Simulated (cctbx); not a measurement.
**Interatomic vectors of SmCd5**

Space group P6/mmm (no. 191), a = 5.9160 Å, b = 5.9160 Å, c = 4.9040 Å, α = 90.00°, β = 90.00°, γ = 120.00°, content Sm1 Cd5.

The data are simulated with cctbx, not measured: synchrotron X-rays, λ = 0.6889 Å, to d = 0.75 Å, 95 % of the full sphere, strongest reflection 20000 counts, noise from counting, a 6 % proportional error and a noise floor of 2 counts (s.d.); no absorption.

Patterson synthesis, origin scaled to 1000:

```text
Patterson group P 6/m m m
      u       v       w   height  length (A)
  0.000   0.000   0.000   1000.0     0.00
  0.333   0.667   0.000    498.5     3.42
  0.000   0.500   0.500    386.3     3.84
  0.000   0.500   0.000    285.6     2.96
  0.166   0.332   0.500    256.6     2.98
  0.000   0.333   0.390     14.9     2.75
  0.000   0.162   0.119     11.8     1.12
  0.000   0.178   0.000     11.8     1.05
  0.000   0.326   0.000     11.3     1.93
  0.164   0.484   0.500      9.6     3.52
  0.000   0.163   0.500      9.0     2.63
  0.063   0.126   0.180      8.9     1.09
  0.163   0.502   0.119      7.4     3.57
  0.169   0.485   0.000      6.8     2.52
```

**Question.** Which atom pairs make the peaks, and where is the heaviest atom?

A peak at u stands for all pairs with xi − xj = u, with weight Σ ZiZj against Σ Z² = 15364 at the origin. Peak heights follow these weights only roughly, since form factors, motion and series ripples differ, all vectors within 0.55 Å of a peak are counted as merged into it though the farther ones add only part of their weight, and F(000) is left out, which lowers the whole map:

| u | v | w | shortest length (Å) | height | 1000 ΣZiZj/ΣZ² | pairs in the cell |
| --- | --- | --- | --- | --- | --- | --- |
| 0.333 | 0.667 | 0.000 | 3.41 | 498 | 537 | 2 × Sm–Cd, 1 × Cd–Cd |
| 0.000 | 0.500 | 0.500 | 3.84 | 386 | 387 | 2 × Sm–Cd |
| 0.000 | 0.500 | 0.000 | 2.96 | 286 | 300 | 2 × Cd–Cd |
| 0.166 | 0.332 | 0.500 | 2.98 | 257 | 300 | 2 × Cd–Cd |

The table stops at ten peaks or at a height of 45, below which ripples compete. In the model behind the data Sm, the heaviest element, has 1 independent site: (0, 0, 0), up to an allowed shift of origin. No listed peak is a Sm–Sm vector, so the position follows from the cell content and the cross vectors. The whole model:

```
atom  mult.    x    y    z  Ueq (Å²)
 Sm1      1    0    0    0    0.0083
 Cd1      3    0  1/2  1/2    0.0072
 Cd2      2  2/3  1/3    0    0.0094
```

The model is made up (kin elements in a known structure type, no relaxation), so it says nothing on whether the phase exists.

[Logs are printed without paths, hosts, clocks, repeated set-up lines and the standing remarks that a program may print on its own settings, such as how far it seeks lower states.]
